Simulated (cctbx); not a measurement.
## A crystallographic session in cctbx: RbCu4As3O12

Library: cctbx 2025.11. The data are simulated by the first script.

## 1. Simulate the data

run.py:

```python
from cctbx import adptbx, crystal, miller, sgtbx, xray
from cctbx.array_family import flex
from iotbx.shelx import hklf
from scitbx import matrix
import scitbx.random

cs = crystal.symmetry(unit_cell=(10.062, 16.877, 6.515, 90, 90, 90), space_group_symbol='Hall: -P 2 2n')  # Pnnm
atoms = [  # label, site, U (iso, or U11 U22 U33 U12 U13 U23 in A^2), occupancy
    ("Rb1", (0.3019, 0.4681, 0), (0.0079, 0.0052, 0.0052, -0.0000, 0.0000, 0.0000), 1),
    ("As1", (0.0448, 0.3372, 0), (0.0063, 0.0099, 0.0060, 0.0010, 0.0000, 0.0000), 1),
    ("As2", (0.4557, 0.2774, 0), (0.0049, 0.0076, 0.0079, 0.0001, 0.0000, 0.0000), 1),
    ("As3", (0.2073, 0.0419, 0), (0.0089, 0.0252, 0.0082, 0.0010, 0.0000, 0.0000), 1),
    ("Cu1", (0.5363, 0.0902, 0), (0.0058, 0.0086, 0.0062, -0.0005, 0.0000, 0.0000), 1),
    ("Cu2", (0.9808, 0.1461, 0), (0.0055, 0.0116, 0.0043, -0.0020, 0.0000, 0.0000), 1),
    ("Cu3", (0.2448, 0.2028, 0.2459), (0.0085, 0.0103, 0.0103, 0.0007, 0.0007, -0.0010), 1),
    ("O1", (0.149, 0.0932, 0.2012), (0.0092, 0.0111, 0.0132, -0.0003, 0.0008, 0.0001), 1),
    ("O2", (0.4046, 0.8813, 0.7237), (0.0077, 0.0079, 0.0061, -0.0006, -0.0002, 0.0003), 1),
    ("O3", (0.8771, 0.7659, 0.5), (0.0177, 0.0119, 0.0121, 0.0002, 0.0000, 0.0000), 1),
    ("O4", (0.3779, 0.178, 0.5), (0.0195, 0.0075, 0.0203, -0.0025, 0.0000, 0.0000), 1),
    ("O5", (0.3917, 0.1879, 0), (0.0136, 0.0144, 0.0080, 0.0058, 0.0000, 0.0000), 1),
    ("O6", (0.114, 0.2438, 0), (0.0150, 0.0104, 0.0078, 0.0022, 0.0000, 0.0000), 1),
    ("O7", (0.8651, 0.0488, 0), (0.0119, 0.0069, 0.0061, -0.0029, 0.0000, 0.0000), 1),
    ("O8", (0.3904, 0.3141, 0.219), (0.0113, 0.0118, 0.0119, 0.0006, -0.0000, 0.0009), 1),
    ("O9", (0.3737, 0.0214, 0), (0.0145, 0.0089, 0.0165, 0.0045, 0.0000, 0.0000), 1),
]
xs = xray.structure(crystal_symmetry=cs)
for label, site, u, occ in atoms:
    u = adptbx.u_cif_as_u_star(cs.unit_cell(), u) if isinstance(u, tuple) else u
    xs.add_scatterer(xray.scatterer(label, site=site, u=u, occupancy=occ))
xs.set_inelastic_form_factors(0.71073, "sasaki")
xs.show_summary()
p1 = xs.expand_to_p1()
ms = miller.build_set(p1, anomalous_flag=True, d_min=0.7)
flex.set_random_seed(968070)
scitbx.random.set_random_seed(968070)
ms = ms.select(flex.random_double(ms.size()) < 0.7)
i = ms.structure_factors_from_scatterers(p1, algorithm="direct").f_calc().as_intensity_array().data()
i = i * 40000 / flex.max(i)
sig = flex.sqrt(i + flex.pow2(0.04 * i) + 2 ** 2)
noise = scitbx.random.variate(scitbx.random.normal_distribution())(i.size())
data = ms.array(data=i + sig * noise, sigmas=sig).set_observation_type_xray_intensity()
with open("data.hkl", "w") as f:
    data.export_as_shelx_hklf(f)
print("reflections written:", data.size(), " <I/sigma> = %.1f" % flex.mean(data.data() / data.sigmas()))
for h, a, b in list(data.sort("data"))[:12]:
    print("%4d%4d%4d %9.1f %7.1f" % (h + (a, b)))
```

```console
$ python run.py
```

```text
Number of scatterers: 16
At special positions: 12
Unit cell: (10.062, 16.877, 6.515, 90, 90, 90)
Space group: P n n m (No. 58)
reflections written: 9491  <I/sigma> = 9.8
   0   0  -4   39833.5  1612.5
   0   0   4   39391.4  1612.5
   0   0   2   14411.5   581.7
   0   0  -2   14233.3   581.7
   2  -2  -2   12451.1   479.8
  -2   2   2   12117.2   479.8
  -2  -2  -2   12108.3   479.8
   2  -2   2   11702.2   479.8
  -2  -2   2   11567.3   479.8
  -2   2  -2   11512.4   479.8
   2   2  -2   11315.6   479.8
   4  -8   1    9063.3   358.3
```

It took 0.28 s on 1 thread of Arm Neoverse V2, on a shared host, peak memory 0.07 GiB.

## 2. Symmetry

run.py:

```python
from cctbx import crystal, sgtbx, statistics
from cctbx.array_family import flex
from iotbx.shelx import hklf

p1 = crystal.symmetry(unit_cell=(10.062, 16.877, 6.515, 90, 90, 90), space_group_symbol="P 1")
raw = hklf.reader(file_name="data.hkl").as_miller_arrays(crystal_symmetry=p1, anomalous=True)[0]
print(raw.size(), "reflections to d = %.3f A" % raw.d_min())
isig = raw.data() / raw.sigmas()
print("centring   violations  <I/sigma> of those")
best = "P"
for c in "ABCIRF":
    a = raw.customized_copy(space_group_info=sgtbx.space_group_info("Hall: %s 1" % c)).sys_absent_flags().data()
    m = flex.mean(isig.select(a))
    print("%5s %10d of %5d %8.1f" % (c, (isig.select(a) > 4).count(True), a.count(True), m))
    if (isig.select(a) > 4).count(True) < 0.01 * a.count(True):
        best = c
raw = raw.select(~raw.customized_copy(space_group_info=sgtbx.space_group_info("Hall: %s 1" % best)).sys_absent_flags().data())
isig = raw.data() / raw.sigmas()
rows = []
for s in sgtbx.space_group_symbol_iterator():
    g = sgtbx.space_group(s)
    if g.conventional_centring_type_symbol() != best or not g.is_compatible_unit_cell(p1.unit_cell(), 1e-3, 0.02):
        continue
    rows.append((s, g))
print("Laue class    unique    Rint  (classes that these axes allow; Friedel mates merged)")
rint = {}
for s, g in rows:
    laue = g.build_derived_patterson_group()
    key = laue.type().hall_symbol()
    if key not in rint:
        m = raw.customized_copy(space_group_info=laue.info(), anomalous_flag=False).merge_equivalents()
        rint[key] = m.r_int()
        print("%-14s %6d %7.3f" % (laue.type().lookup_symbol(), m.array().size(), m.r_int()))
floor = min(rint.values())
good = [(s, g) for s, g in rows if rint[g.build_derived_patterson_group().type().hall_symbol()] < 2 * floor + 0.03]
top = max(g.build_derived_patterson_group().order_z() for s, g in good)
print("space group    extra absences  I>4sigma  <I/sigma>")
for s, g in good:
    laue = g.build_derived_patterson_group()
    if laue.order_z() != top:
        continue
    a = raw.customized_copy(space_group_info=g.info()).sys_absent_flags().data()
    a &= ~raw.customized_copy(space_group_info=laue.info()).sys_absent_flags().data()
    bad = (isig.select(a) > 4).count(True)
    if bad <= 0.03 * a.count(True):
        print("%-16s %8d %10d %9s  %s" % (s.universal_hermann_mauguin(), a.count(True), bad, "%.1f" % flex.mean(isig.select(a)) if a.count(True) else "-", "centric" if g.is_centric() else "acentric"))
laue = max(good, key=lambda t: t[1].build_derived_patterson_group().order_z())[1].build_derived_patterson_group()
f = raw.customized_copy(space_group_info=laue.info(), anomalous_flag=False).merge_equivalents().array().eliminate_sys_absent().f_sq_as_f()
f.set_observation_type_xray_amplitude()
bins = max(3, min(8, f.size() // 12))
f.setup_binner(n_bins=bins)
w = statistics.wilson_plot(f, {e: n / laue.order_z() for e, n in {'Rb': 4.0, 'As': 12.0, 'Cu': 16.0, 'O': 48.0}.items()}, e_statistics=True)
print("Wilson B = %.2f A^2   <|E^2-1|> = %.3f (0.968 centric, 0.736 acentric)   E^2>4: %.1f %%" % (w.wilson_b, w.mean_e_sq_minus_1, w.percent_e_sq_gt_2))
print("shell (A)         n   <I/sigma>")
m = raw.customized_copy(space_group_info=laue.info(), anomalous_flag=False).merge_equivalents().array().eliminate_sys_absent()
for b in m.setup_binner(n_bins=bins).range_used():
    sel = m.binner().selection(b)
    print("%5.2f - %4.2f %6d %8.1f" % (min(m.binner().bin_d_range(b)[0] if m.binner().bin_d_range(b)[0] > 0 else 99, 99), m.binner().bin_d_range(b)[1], sel.count(True), flex.mean((m.data() / m.sigmas()).select(sel))))
```

```console
$ python run.py
```

```text
9491 reflections to d = 0.700 A
centring   violations  <I/sigma> of those
    A       3328 of  4766      8.8
    B       3493 of  4695      9.8
    C       3425 of  4787      9.0
    I       3413 of  4715      9.5
    R       4752 of  6350      9.8
    F       5123 of  7124      9.2
Laue class    unique    Rint  (classes that these axes allow; Friedel mates merged)
P -1             6176   0.032
P 1 2/m 1        3449   0.036
P 1 1 2/m        3589   0.036
P 2/m 1 1        3508   0.036
P m m m          1972   0.040
space group    extra absences  I>4sigma  <I/sigma>
P 2 2 2                 0          0         -  acentric
P 2 2 21                7          0       0.5  acentric
P 21 2 2                9          0       0.3  acentric
P 2 21 2               12          0      -0.1  acentric
P 21 21 2              21          0       0.1  acentric
P 2 21 21              19          0       0.1  acentric
P 21 2 21              16          0       0.4  acentric
P 21 21 21             28          0       0.2  acentric
P m m 2                 0          0         -  acentric
P 2 m m                 0          0         -  acentric
P m 2 m                 0          0         -  acentric
P m n 21              143          0       0.0  acentric
P n m 21              241          0      -0.0  acentric
P 21 n m              143          0       0.0  acentric
P n 21 m              241          0      -0.0  acentric
P n n 2               377          0      -0.0  acentric
P m m m                 0          0         -  centric
P n n m               377          0      -0.0  centric
P n m m :1            241          0      -0.0  centric
P n m m :2            241          0      -0.0  centric
P m n m :1            143          0       0.0  centric
P m n m :2            143          0       0.0  centric
Wilson B = 0.66 A^2   <|E^2-1|> = 0.964 (0.968 centric, 0.736 acentric)   E^2>4: 3.5 %
shell (A)         n   <I/sigma>
16.88 - 1.40    283     23.8
 1.40 - 1.11    247     22.0
 1.11 - 0.97    251     20.9
 0.97 - 0.88    243     19.3
 0.88 - 0.82    230     17.7
 0.82 - 0.77    249     18.4
 0.77 - 0.73    225     17.1
 0.73 - 0.70    244     15.7
```

Time: 0.39 s.

## 3. Charge flipping

run.py:

```python
import itertools
from cctbx import crystal, maptbx
from cctbx.array_family import flex
from iotbx.shelx import hklf
from smtbx.ab_initio import charge_flipping as cf

cs = crystal.symmetry(unit_cell=(10.062, 16.877, 6.515, 90, 90, 90), space_group_symbol='Hall: -P 2 2n')  # Pnnm
raw = hklf.reader(file_name="data.hkl").as_miller_arrays(crystal_symmetry=cs, anomalous=True)[0]
merged = raw.eliminate_sys_absent().merge_equivalents()
fo2 = merged.array().set_observation_type_xray_intensity()
f = fo2.average_bijvoet_mates().f_sq_as_f().resolution_filter(d_min=0.7)
p1 = f.expand_to_p1()
p1.setup_binner_counting_sorted(reflections_per_bin=max(40, p1.size() // 12))
work = p1.array(data=p1.data() / p1.amplitude_quasi_normalisations().data())
flex.set_random_seed(99030)
it = cf.weak_reflection_improved_iterator(delta=None, weak_reflection_fraction=0.1)
it.start(work, phases=flex.random_double(p1.size()) * 6.2832, f_000=0)
it.delta = 1.1 * it.rho_map.sigma()
print("cycle      R  skewness")
for n, st in enumerate(itertools.islice(it, 200)):
    if n % 16 == 0:
        print("%5d %6.3f %8.2f" % (n, st.r1_factor(), st.rho_map.skewness()))
rho = p1.phase_transfer(it.f_calc).fft_map().apply_volume_scaling()
polish = cf.low_density_elimination_iterator(constant_rho_c=rho.sigma())
polish.start(f_obs=p1, phases=it.f_calc, f_000=0)
for _ in range(8):
    next(polish)
print("origin shift          correlation  skewness")
maps = []
for fc, shift, cc in itertools.islice(cf.f_calc_symmetrisations(f, polish.f_calc, 0), 4):
    m = f.phase_transfer(fc).fft_map(symmetry_flags=maptbx.use_space_group_symmetry, resolution_factor=0.25).apply_sigma_scaling()
    maps.append((m.skewness(), cc, m))
    print("%6.3f %6.3f %6.3f %10.3f %9.2f" % (tuple(shift) + (cc, m.skewness())))
skew, cc, m = max((t for t in maps if t[1] > maps[0][1] - 0.04), key=lambda t: t[0])
print("taken: symmetry correlation %.3f, skewness %.2f" % (cc, skew))
peaks = m.peak_search(parameters=maptbx.peak_search_parameters(min_distance_sym_equiv=0.9, max_clusters=21)).all()
sps = cs.special_position_settings(min_distance_sym_equiv=0.5)
print("peak      x       y       z  mult  height/sigma")
for k, (x, h) in enumerate(zip(peaks.sites(), peaks.heights())):
    ss = sps.site_symmetry(x)
    print("Q%-3d %7.4f %7.4f %7.4f %4d %8.1f" % ((k + 1,) + tuple(t % 1 for t in ss.exact_site()) + (ss.multiplicity(), h)))
```

```console
$ python run.py
```

```text
cycle      R  skewness
    0  0.632     0.25
   16  0.530     2.32
   32  0.513     3.80
   48  0.473     4.39
   64  0.481     4.14
   80  0.471     4.06
   96  0.480     4.07
  112  0.475     4.13
  128  0.481     4.15
  144  0.486     4.11
  160  0.476     4.08
  176  0.481     4.01
  192  0.484     4.08
origin shift          correlation  skewness
 0.238  0.384  0.329      0.790      0.77
 0.196  0.434  0.078      0.804      0.92
 0.464  0.432  0.083      0.804      1.11
 0.464  0.178  0.084      0.799      1.05
taken: symmetry correlation 0.804, skewness 1.11
peak      x       y       z  mult  height/sigma
Q1    0.0340  0.0842  0.0000    4     10.0
Q2    0.0000  0.0000  0.5000    2      8.8
Q3    0.2435  0.2993  0.0000    4      8.2
Q4    0.2192  0.7008  0.5000    4      6.2
Q5    0.0936  0.3871  0.0000    4      5.8
Q6    0.2302  0.2117  0.5000    4      5.6
Q7    0.2052  0.5483  0.0000    4      5.1
Q8    0.0698  0.3914  0.5000    4      4.9
Q9    0.1220  0.8202  0.5000    4      4.8
Q10   0.1340  0.5027  0.5000    4      4.8
Q11   0.1334  0.1206  0.0000    4      4.7
Q12   0.0756  0.9510  0.5000    4      4.7
Q13   0.2070  0.0281  0.2490    8      4.7
Q14   0.1003  0.8974  0.0000    4      4.6
Q15   0.0483  0.4610  0.0000    4      4.2
Q16   0.2368  0.7709  0.0000    4      4.1
Q17   0.1305  0.1934  0.5000    4      4.0
Q18   0.1961  0.9717  0.3565    8      3.9
Q19   0.0647  0.3219  0.0000    4      3.8
Q20   0.0493  0.7862  0.3503    8      3.8
Q21   0.0338  0.6444  0.5000    4      3.7
```

Time: 0.68 s.

## 4. Refinement (model from the peaks)

run.py:

```python
import math
from cctbx import adptbx, crystal, maptbx, sgtbx, xray
from cctbx.array_family import flex
from cctbx.xray import observations
from iotbx.shelx import hklf
from scitbx.lstbx import normal_eqns_solving
from smtbx import absolute_structure, utils
from smtbx.refinement import constraints, least_squares

cs = crystal.symmetry(unit_cell=(10.062, 16.877, 6.515, 90, 90, 90), space_group_symbol='Hall: -P 2 2n')  # Pnnm
atoms = [  # label, site, U (iso, or U11 U22 U33 U12 U13 U23 in A^2), occupancy
    ("Rb1", (0.034, 0.0842, 0), 0.0200, 1),
    ("As1", (0, 0, 0.5), 0.0200, 1),
    ("As2", (0.2435, 0.2993, 0), 0.0200, 1),
    ("As3", (0.2192, 0.7008, 0.5), 0.0200, 1),
    ("Cu1", (0.0936, 0.3871, 0), 0.0200, 1),
    ("Cu2", (0.2302, 0.2117, 0.5), 0.0200, 1),
    ("Cu3", (0.2052, 0.5483, 0), 0.0200, 1),
    ("Cu4", (0.0698, 0.3914, 0.5), 0.0200, 1),
    ("O1", (0.122, 0.8202, 0.5), 0.0200, 1),
    ("O2", (0.134, 0.5027, 0.5), 0.0200, 1),
    ("O3", (0.1334, 0.1206, 0), 0.0200, 1),
]
xs = xray.structure(crystal_symmetry=cs)
for label, site, u, occ in atoms:
    u = adptbx.u_cif_as_u_star(cs.unit_cell(), u) if isinstance(u, tuple) else u
    xs.add_scatterer(xray.scatterer(label, site=site, u=u, occupancy=occ))
xs.set_inelastic_form_factors(0.71073, "sasaki")
raw = hklf.reader(file_name="data.hkl").as_miller_arrays(crystal_symmetry=cs, anomalous=True)[0]
merged = raw.eliminate_sys_absent().merge_equivalents()
fo2 = merged.array().set_observation_type_xray_intensity()
print("Rint %.3f, %d unique reflections to %.2f A" % (merged.r_int(), fo2.size(), fo2.d_min()))
for sc in xs.scatterers():
    sc.flags.set_grad_site(True)
    sc.flags.set_grad_u_aniso(sc.flags.use_u_aniso())
    sc.flags.set_grad_u_iso(sc.flags.use_u_iso())
obs = fo2.as_xray_observations()
extra = {}
rep = constraints.reparametrisation(xs, [], utils.connectivity_table(xs), **extra)
ls = least_squares.crystallographic_ls(obs, rep, weighting_scheme=least_squares.mainstream_shelx_weighting(a=0, b=0))
print("cycle     R1     wR2    GooF  max shift (A)")
for cycle in range(6):
    ls.build_up()
    r1, wr2, goof = ls.r1_factor(cutoff_factor=2)[0], ls.wR2(), ls.goof()
    old = xs.sites_cart()
    normal_eqns_solving.levenberg_marquardt_iterations(ls, n_max_iterations=3, tau=0.0001, step_threshold=1e-7)
    big = flex.max((xs.sites_cart() - old).norms())
    print("%4d %7.4f %7.4f %7.3f %9.5f" % (cycle + 1, r1, wr2, goof, big))
    ls.build_up(objective_only=True)
    if abs(ls.wR2() - wr2) < 5e-5 and big < 5e-4:
        break
ls.build_up()
print("final R1 %.4f wR2 %.4f GooF %.3f  parameters %d  data/parameter %.1f" % (ls.r1_factor(cutoff_factor=2)[0], ls.wR2(), ls.goof(), ls.n_parameters, fo2.size() / ls.n_parameters))
cov = ls.covariance_matrix_and_annotations()
su = dict(zip(cov.annotations, (math.sqrt(max(v, 0)) for v in cov.matrix.matrix_packed_u_diagonal())))
a2 = cs.unit_cell().reciprocal_parameters()[0] ** -2
print("atom        x        y        z      Ueq    occ   su(xyz)  su(Uiso or U11)")
for sc in xs.scatterers():
    s = max(su.get(sc.label + k, 0) for k in (".x", ".y", ".z"))
    npd = "" if sc.is_positive_definite_u(cs.unit_cell()) else "  NPD"
    print("%-5s %8.5f %8.5f %8.5f %8.4f %6.3f %8.5f %7.4f%s" % ((sc.label,) + sc.site + (sc.u_iso_or_equiv(cs.unit_cell()), sc.occupancy, s, su.get(sc.label + ".uiso", su.get(sc.label + ".u11", 0) * a2), npd)))
fo = fo2.f_sq_as_f()
fc = fo.structure_factors_from_scatterers(xs, algorithm="direct").f_calc()
diff = fo.f_obs_minus_f_calc(1 / math.sqrt(ls.scale_factor()), fc).average_bijvoet_mates()
m = diff.fft_map(symmetry_flags=maptbx.use_space_group_symmetry, resolution_factor=0.25).apply_volume_scaling()
print("difference map: max %.2f min %.2f rms %.2f" % (m.statistics().max(), m.statistics().min(), m.statistics().sigma()))
peaks = m.peak_search(parameters=maptbx.peak_search_parameters(min_distance_sym_equiv=0.6, max_clusters=10)).all()
near = xs.closest_distances(peaks.sites(), distance_cutoff=4)
sps = cs.special_position_settings(min_distance_sym_equiv=0.5)
for k, (x, h) in enumerate(zip(peaks.sites(), peaks.heights())):
    ss = sps.site_symmetry(x)
    print("Q%-3d %7.4f %7.4f %7.4f %4d %7.2f  %.2f A from %s" % ((k + 1,) + tuple(t % 1 for t in ss.exact_site()) + (ss.multiplicity(), h, near.smallest_distances[k], xs.scatterers()[near.i_seqs[k]].label)))
```

```console
$ python run.py
```

```text
Rint 0.040, 1826 unique reflections to 0.70 A
cycle     R1     wR2    GooF  max shift (A)
   1  0.8682  0.9856  25.312   1.09708
   2  0.7746  0.9507  24.415   0.44072
   3  0.7612  0.9428  24.212   0.37171
   4  0.7454  0.9366  24.054   0.13799
   5  0.7427  0.9363  24.046   0.13298
   6  0.7381  0.9344  23.996   0.24383
final R1 0.7434 wR2 0.9371 GooF 24.066  parameters 31  data/parameter 58.9
atom        x        y        z      Ueq    occ   su(xyz)  su(Uiso or U11)
Rb1    0.03690  0.05457  0.00000   0.0172  1.000  0.00283  0.0059
As1    0.00000  0.00000  0.50000   0.2176  1.000  0.00000  0.1115
As2    0.23905  0.29929  0.00000   0.0001  1.000  0.00208  0.0045
As3    0.22444  0.69874  0.50000   0.0125  1.000  0.00338  0.0062
Cu1    0.09870  0.37656  0.00000   0.0029  1.000  0.00298  0.0053
Cu2    0.24389  0.21161  0.50000   0.0382  1.000  0.00537  0.0133
Cu3    0.20036  0.56398  0.00000   0.0001  1.000  0.00267  0.0052
Cu4    0.02022  0.41059  0.50000   0.0190  1.000  0.00408  0.0081
O1     0.06974  0.73733  0.50000   0.0001  1.000  0.01518  0.0264
O2     0.08245  0.51404  0.50000   0.0001  1.000  0.01471  0.0246
O3     0.06900  0.17031  0.00000   0.0046  1.000  0.01650  0.0298
difference map: max 291.48 min -155.43 rms 21.28
Q1    0.2195  0.7013  0.5000    4  293.40  0.07 A from As3
Q2    0.2348  0.2967  0.0000    4  288.88  0.06 A from As2
Q3    0.2046  0.5616  0.0000    4  230.04  0.06 A from Cu3
Q4    0.0229  0.4072  0.5000    4  212.54  0.06 A from Cu4
Q5    0.0354  0.0549  0.0000    4  208.36  0.02 A from Rb1
Q6    0.1109  0.3770  0.0000    4  183.88  0.12 A from Cu1
Q7    0.2445  0.2148  0.5000    4  144.91  0.05 A from Cu2
Q8    0.2201  0.7752  0.0000    4  127.58  1.13 A from Cu2
Q9    0.0380  0.0422  0.5000    4  126.29  0.81 A from As1
Q10   0.2158  0.6257  0.0000    4  112.66  1.05 A from Cu3
```

Time: 0.63 s.

Figures of merit this high mean that the model is still wrong or incomplete.

[Logs are printed without paths, hosts, clocks, repeated set-up lines and the standing remarks that a program may print on its own settings, such as how far it seeks lower states.]
